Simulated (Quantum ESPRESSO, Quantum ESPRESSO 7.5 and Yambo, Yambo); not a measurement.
# A GW chain in Yambo: PtSe2 (1T monolayer)

Wanted: ground state, empty states, screening and self-energy for PtSe2 (1T monolayer).

Calculated with Quantum ESPRESSO 7.5 and Yambo 5.3.0; PBE and many-body steps on it, plane waves.

**What was measured.**

- Gap 1.9 ± 0.05 eV: quasiparticle gap from STS, domains aligned with graphene; scanning tunneling spectroscopy; 8.5 K; monolayer (MBE-grown monolayer on epitaxial bilayer graphene, twist angle near 0 deg) on bilayer graphene on SiC(0001) (“Angular dependence of the interlayer coupling at the interface between two dimensional materials 1T-PtSe2 and graphene”, 2023, arxiv:2311.08165).

- Gap 2 ± 0.1 eV: quasiparticle gap of the first layer from STS; scanning tunnelling spectroscopy; 77 K; monolayer (MBE-grown first layer on HOPG) on HOPG (“Precise Layer-Dependent Electronic Structure of MBE-Grown PtSe2”, 2021, arxiv:2105.03334).

- Gap 1.95 ± 0.05 eV: quasiparticle gap of 1 ML from STS, average over islands; scanning tunnelling spectroscopy; monolayer (MBE-grown monolayer islands on bilayer graphene) on bilayer graphene on SiC(0001) (“Atomic-layer controlled THz Spintronic emission from Epitaxially grown Two dimensional PtSe2/ferromagnet heterostructures”, 2023, arxiv:2305.06895).

This is a report of a sequence of runs, with most program output left out.

### Step 1. Set-up

The cell holds 3 atoms: 1 Pt and 2 Se. Cell: a = 3.751 Å, b = 3.751 Å, c = 15.000 Å, α = 90.0°, β = 90.0°, γ = 120.0°. Vacuum lies along c.

The structure was relaxed with PBE. The runs that relaxed it are not among those shown. Spin-orbit coupling is left out unless a step names it.

### Step 2. Ground state

This step: Quantum ESPRESSO 7.5; DFT, PBE, plane waves, norm-conserving pseudopotentials.

The ground-state density comes first.

pw.in reads:

```
&control
  calculation = 'scf'
  prefix = 'x'
  outdir = 'o'
  pseudo_dir = 'pseudo'
/
&system
  ibrav = 0
  nat = 3
  ntyp = 2
  ecutwfc = 104.0
  nbnd = 38
  force_symmorphic = .true.
/
&electrons
  conv_thr = 1e-10
  electron_maxstep = 80
  mixing_beta = 0.5
/
ATOMIC_SPECIES
  Pt 195.08 Pt.upf
  Se 78.971 Se.upf
CELL_PARAMETERS angstrom
  3.7512086967 -0.0000000002 0.0000000000
  -1.8756043482 3.2486420263 0.0000000000
  0.0000000000 0.0000000000 15.0000000000
ATOMIC_POSITIONS crystal
  Pt 0.0000000000 0.0000000000 0.5000000000
  Se 0.3333333333 0.6666666667 0.5869754134
  Se 0.6666666667 0.3333333333 0.4130245866
K_POINTS automatic
  9 9 1 0 0 0
```

Command:

```sh
> OMP_NUM_THREADS=1 mpirun -n 8 pw.x -nk 8 -in pw.in > pw.out
```

Run time: 42 s. Hardware: 8 MPI ranks of Arm Neoverse V1, shared host; peak memory 1.7 GiB.

This step gave:

| Item | Value |
| --- | --- |
| total energy | -21963.9754 eV |
| gap | 1.396 eV |
| k of the valence top | 0, 0, 0 |
| k of the conduction bottom | 0, 0.2222, 0 |
| least direct gap | 1.501 eV |

The gap is indirect, with the least direct gap 0.10 eV higher.

### Step 3. Bands along the symmetry lines

The cheap functional maps the bands first; the places of the edges decide which points the dearer methods must see.

pw.in reads:

```
&control
  calculation = 'bands'
  prefix = 'x'
  outdir = 'o'
  pseudo_dir = 'pseudo'
/
&system
  ibrav = 0
  nat = 3
  ntyp = 2
  ecutwfc = 104.0
  nbnd = 39
  force_symmorphic = .true.
/
&electrons
  conv_thr = 1e-9
  electron_maxstep = 80
  diago_full_acc = .true.
  diago_thr_init = 5e-6
/
ATOMIC_SPECIES
  Pt 195.08 Pt.upf
  Se 78.971 Se.upf
CELL_PARAMETERS angstrom
  3.7512086967 -0.0000000002 0.0000000000
  -1.8756043482 3.2486420263 0.0000000000
  0.0000000000 0.0000000000 15.0000000000
ATOMIC_POSITIONS crystal
  Pt 0.0000000000 0.0000000000 0.5000000000
  Se 0.3333333333 0.6666666667 0.5869754134
  Se 0.6666666667 0.3333333333 0.4130245866
K_POINTS crystal
  25
  0.00000000 0.00000000 0.00000000 1
  0.06250000 0.00000000 0.00000000 1
  0.12500000 0.00000000 0.00000000 1
  0.18750000 0.00000000 0.00000000 1
  0.25000000 0.00000000 0.00000000 1
  0.31250000 0.00000000 0.00000000 1
  0.37500000 0.00000000 0.00000000 1
  0.43750000 0.00000000 0.00000000 1
  0.50000000 0.00000000 0.00000000 1
  0.47916667 0.04166667 0.00000000 1
  0.45833333 0.08333333 0.00000000 1
  0.43750000 0.12500000 0.00000000 1
  0.41666666 0.16666666 0.00000000 1
  0.39583333 0.20833333 0.00000000 1
  0.37500000 0.25000000 0.00000000 1
  0.35416666 0.29166666 0.00000000 1
  0.33333333 0.33333333 0.00000000 1
  0.29166666 0.29166666 0.00000000 1
  0.25000000 0.25000000 0.00000000 1
  0.20833333 0.20833333 0.00000000 1
  0.16666666 0.16666666 0.00000000 1
  0.12500000 0.12500000 0.00000000 1
  0.08333333 0.08333333 0.00000000 1
  0.04166667 0.04166667 0.00000000 1
  0.00000000 0.00000000 0.00000000 1
```

Wall time 20 s (8 MPI ranks); peak memory 1.5 GiB; 2.7 min of CPU time.

This step gave:

- gap: 1.408 eV
- k of the valence top: 0.0417, 0.0417, 0
- k of the conduction bottom: 0.25, 0, 0
- least direct gap: 1.577 eV

The gap is 1.408 eV, +0.012 eV from the run before at this level.

Electronic bands along the path, in eV, zero at the top of the highest filled band:

```csv
point,band 30,band 31,band 32,band 33,band 34,band 35,band 36,band 37
Γ,-1.17,-0.54,0.00,0.00,2.96,2.96,4.35,5.28
halfway,-2.14,-0.55,-0.35,-0.17,1.41,2.56,5.44,5.67
M,-2.22,-1.89,-1.80,-1.33,2.39,2.72,4.73,6.23
halfway,-2.28,-2.20,-1.15,-0.93,1.98,2.24,5.48,7.29
K,-2.44,-2.14,-0.93,-0.93,1.83,1.83,6.11,8.15
halfway,-2.17,-0.82,-0.66,0.00,1.80,1.84,5.88,6.23
Γ,-1.17,-0.54,0.00,0.00,2.96,2.96,4.35,5.28
```

### Step 4. Empty states on the mesh, 6×6×1 mesh, 118 bands

The sums over transitions need many empty states on a uniform mesh; this step solves for them.

pw.in reads:

```
&control
  calculation = 'nscf'
  prefix = 'x'
  outdir = 'o'
  pseudo_dir = 'pseudo'
/
&system
  ibrav = 0
  nat = 3
  ntyp = 2
  ecutwfc = 104.0
  nbnd = 118
  force_symmorphic = .true.
/
&electrons
  conv_thr = 1e-9
  electron_maxstep = 80
  diago_full_acc = .true.
  diago_thr_init = 5e-6
/
ATOMIC_SPECIES
  Pt 195.08 Pt.upf
  Se 78.971 Se.upf
CELL_PARAMETERS angstrom
  3.7512086967 -0.0000000002 0.0000000000
  -1.8756043482 3.2486420263 0.0000000000
  0.0000000000 0.0000000000 15.0000000000
ATOMIC_POSITIONS crystal
  Pt 0.0000000000 0.0000000000 0.5000000000
  Se 0.3333333333 0.6666666667 0.5869754134
  Se 0.6666666667 0.3333333333 0.4130245866
K_POINTS automatic
  6 6 1 0 0 0
```

Command:

```sh
> OMP_NUM_THREADS=1 mpirun -n 8 pw.x -nk 4 -in pw.in > pw.out
```

Run time: 31 s. Hardware: 8 MPI ranks; peak memory 1.4 GiB; 4.1 min of CPU time.

This step gave:

```yaml
gap: 1.671 eV
k_of_the_valence_top: 0.1667, 0.1667, 0
k_of_the_conduction_bottom: 0, 0.1667, 0
least_direct_gap: 1.743 eV
k_points_computed: 7
lowest_point_of_the_top_converged_band_above_the_valence_top: 34.85 eV
```

On this mesh the gap is 1.671 eV. The earlier step found 1.396 eV, so this mesh misses an edge.

### Step 5. Conversion and set-up

This step: Yambo 5.3.0; conversion and set-up on PBE, plane waves, norm-conserving pseudopotentials.

The states are converted to the many-body program's format and the q mesh is built.

Command:

```sh
> (cd o/x.save; p2y > p2y.log; mv SAVE ../..); yambo > setup.log
```

It took 4 s on 1 MPI rank; peak memory 0.27 GiB.

### Step 6. Screening and self-energy, 6×6×1 mesh, 118 bands, screening to 108.8 eV

Now the one-shot GW correction: screening in the RPA, then the self-energy of the levels asked for.

This step: G0W0 on PBE, plane waves, norm-conserving pseudopotentials.

gw1.in reads:

```
HF_and_locXC
gw0
dyson
ppa
em1d
rim_cut
rim_w
RandQpts= 3000000
RandGvec= 100 RL
CUTGeo= "slab z"
RandGvecW= 9 RL
EXXRLvcs= 104 Ry
VXCRLvcs= 416 Ry
Chimod= "HARTREE"
% BndsRnXp
 1 | 118 |
%
NGsBlkXp= 8 Ry
% LongDrXp
 1 | 1 | 0 |
%
% GbndRnge
 1 | 118 |
%
DysSolver= "n"
ExtendOut
PPAPntXp= 27.21138 eV
% QPkrange
 5 | 5 | 32 | 35 |
 2 | 2 | 32 | 35 |
 1 | 1 | 32 | 35 |
%
```

Command:

```sh
> OMP_NUM_THREADS=2 mpirun -n 4 yambo -F gw1.in -J gw1 -C gw1 > gw1.log
```

Wall time 4.8 min (4 MPI ranks); peak memory 5.6 GiB; 33 min of CPU time.

Numbers from this step:

| Quantity | Value |
| --- | --- |
| G0W0 gap on the points computed | 2.766 eV |
| starting gap on the mesh | 1.671 eV |
| k of the valence top | 0.1667, 0.1667, 0 |
| k of the conduction bottom | 0, 0.1667, 0 |
| least direct G0W0 gap on the computed points | 2.789 eV |
| Z at the valence top | 0.7421 |
| Z at the conduction bottom | 0.7466 |

The gap on the mesh goes from 1.67 eV to 2.77 eV, a correction of +1.10 eV. The start differs from the 1.40 eV found before because the two sample other k points.

Limits: finite bands, cutoff and mesh; no spin polarisation; d states lean on the start; no spin-orbit coupling. v1 is the top filled band, c1 the lowest empty one. Levels before and after the correction, in eV, zero at the valence-band top of each column:

```csv
,conduction bottom,valence top
Kohn-Sham,1.67,0.00
G0W0,2.77,0.00
```

```csv
,level,energy (eV)
Kohn-Sham,(0 0.167 0) v2,-0.122
Kohn-Sham,(0 0.167 0) v1,-0.071
Kohn-Sham,(0 0.167 0) c1,1.671
Kohn-Sham,(0 0.167 0) c2,2.654
Kohn-Sham,(0.167 0.167 0) v2,-0.660
Kohn-Sham,(0.167 0.167 0) v1,0.000
Kohn-Sham,(0.167 0.167 0) c1,1.806
Kohn-Sham,(0.167 0.167 0) c2,1.841
G0W0,(0 0.167 0) v2,-0.196
G0W0,(0 0.167 0) v1,-0.022
G0W0,(0 0.167 0) c1,2.766
G0W0,(0 0.167 0) c2,3.914
G0W0,(0.167 0.167 0) v2,-0.531
G0W0,(0.167 0.167 0) v1,0.000
G0W0,(0.167 0.167 0) c1,2.901
G0W0,(0.167 0.167 0) c2,2.984
```

### Step 7. Where the time went

Times are wall times on the hardware named with each run, good to a factor of about two.

```csv
step,time,share,memory (GiB)
ground state,42 s,11 %,1.7
bands along the symmetry lines,20 s,5 %,1.5
empty states on the mesh,31 s,8 %,1.4
conversion and set-up,4 s,1 %,0.27
screening and self-energy,4.8 min,75 %,5.6
```

### Step 8. What came out

```yaml
pbe_gap: 1.40 eV, indirect
g0w0_gap_on_the_mesh: 2.77 eV
g0w0_gap_over_the_zone_rigid_shift: 2.49 eV
gw_settings: 6×6×1 mesh, 118 bands, screening to 108.8 eV, Godby-Needs plasmon pole
known_limits: not at the basis limit; no spin polarisation; d states lean on the start; no spin-orbit coupling
```

**Reading.** G0W0 moves the gap on the mesh from 1.67 eV to 2.77 eV (+1.10 eV), with Z of 0.74 and 0.75 at the edges. The mesh misses the band edges by 0.28 eV in all; a rigid shift gives 2.49 eV for the zone. Only 3 of the mesh's irreducible points were corrected, so a valley elsewhere could overtake. The dearest step here is «screening and self-energy». Against experiment, by G0W0@PBE: the gap of 2.49 eV lies +0.59 eV from the measured 1.9 ± 0.05 eV (electronic, 8.5 K, on bilayer graphene on SiC(0001), 2023); the gap of 2.49 eV lies +0.49 eV from the measured 2 ± 0.1 eV (electronic, 77 K, on HOPG, 2021); the gap of 2.49 eV lies +0.54 eV from the measured 1.95 ± 0.05 eV (electronic, on bilayer graphene on SiC(0001), 2023). The computed sheet is free-standing; a substrate or cover screens it further and lowers both gap and binding, while the exciton line moves little. The calculation has static nuclei and no excitons; a measured gap holds zero-point and thermal motion, which mostly lowers it. With atoms this heavy the missing spin-orbit coupling can matter too. Bands and cutoff are finite, so the gap is not at the basis limit. The miss can reach some tenths of an eV and take either sign; the mesh is an error of its own. In the G0W0 run levels were corrected at 3 k points alone, so a gap called «on the mesh» is the least over those, and an edge elsewhere would be missed. A denser mesh or path gives a starting gap of 1.40 eV: the GW mesh misses a band edge, so its gaps are not the fundamental one. The runs have no spin polarisation. For a closed low-spin shell that is the natural state; where a d or f shell is open it is a constraint, and the gap is then not the crystal's own. With d states at the gap, one-shot GW leans hard on its start.

[Paths, hosts, dates, memory and timing lines, banners, echoed tables and standing remarks are left out of the program output.]

[Logs are printed without paths, hosts, clocks, repeated set-up lines and the standing remarks that a program may print on its own settings, such as how far it seeks lower states.]

[Runs of the session that timed out or met a known fault of the program may be left out.]

[Hosts, paths, dates, database ids (printed as entryN), source tags and the programs' standing remarks are cut or masked in the printed files.]
